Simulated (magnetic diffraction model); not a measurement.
# Moment size from magnetic intensity in KDy₃Al₃Cu₂

Space group P-62m (no. 189), a = 7.7390 Å, c = 4.3370 Å.

| site | atom | x | y | z |
| --- | --- | --- | --- | --- |
| 3g | Dy | 0.4108 | 0 | 1/2 |
| 2c | Cu | 2/3 | 1/3 | 0 |
| 1b | K | 0 | 0 | 1/2 |
| 3f | Al | 0.7662 | 0 | 0 |

The compound is invented for this exercise: a known structure type with other elements, its cell scaled to their sizes and not relaxed.

Only Dy is taken to order (form factors of Dy3+); orders and moment sizes are assumed, and not adapted to the symmetry. Radiation: neutrons of λ = 2.52 Å (absorption by Dy left out), 5° to 90°; isotropic B of 0.24 Å² (Dy), 0.27 Å² (Cu), 0.38 Å² (K) and 0.34 Å² (Al). The intensities are simulated: I ∝ L Σ (|F_N|² + |F_M⊥|²) for unpolarised neutrons, with F_M = 2.695 fm/μB × Σ f(s) S exp(2πi Q·r) exp(−B s²) at Q = H ± k (one set where k and −k are equivalent), only the part normal to Q counting and L = 1/(sin²θ cos θ). For collinear order S is the moment m, which repeats by lattice and centring translations R with the sign exp(−2πi k·R). Form factors are spin-only for 3d ions and dipole or tabulated for f ions, scattering lengths are Sears's of 1992, and absorption is left out. A label names one of the reflections at its angle. The strongest nuclear line in the range is 100, and lines under 0.2 are left out.

In a first state the assumed order is k = (0 0 0), collinear moments along [120], 8.6 μB on Dy; signs + at (0.4108, 0, 1/2), + at (0.5892, 0.5892, 1/2), + at (0, 0.4108, 1/2), with this pattern:

```csv
2θ (°),index,nuclear,magnetic
21.67,(1 0 0),13.7,12.4
33.78,(0 0 1),11.8,61.9
38.01,(1 1 0),26.3,43.8
40.49,(1 0 1),1.3,11.6
44.17,(2 0 0),15.6,20.5
51.75,(1 1 1),100.0,65.5
56.74,(2 0 1),74.5,32.9
59.66,(2 1 0),35.4,12.0
68.67,(3 0 0),22.0,3.4
70.34,(2 1 1),17.8,21.2
71.05,(0 0 2),26.7,12.8
75.28,(1 0 2),3.1,3.5
78.75,(3 0 1),1.2,6.2
81.27,(2 2 0),8.3,1.8
83.53,(1 1 2),15.6,29.4
85.35,(3 1 0),40.5,21.1
```
(The table stops after 16 lines; 1 more lie at higher angle.)

**Question.** Nearer the ordering temperature the line at 51.75° has total intensity 132.1 on the same scale, and all moments have shrunk alike. How large is the Dy moment?

The nuclear part, 100.0, stays, so the magnetic part is 32.1 against 65.5. It goes as m², so m = 8.6 × √(32.1/65.5) = 6.02 μB; the value used was 6.02 μB.

[Logs are printed without paths, hosts, clocks, repeated set-up lines and the standing remarks that a program may print on its own settings, such as how far it seeks lower states.]
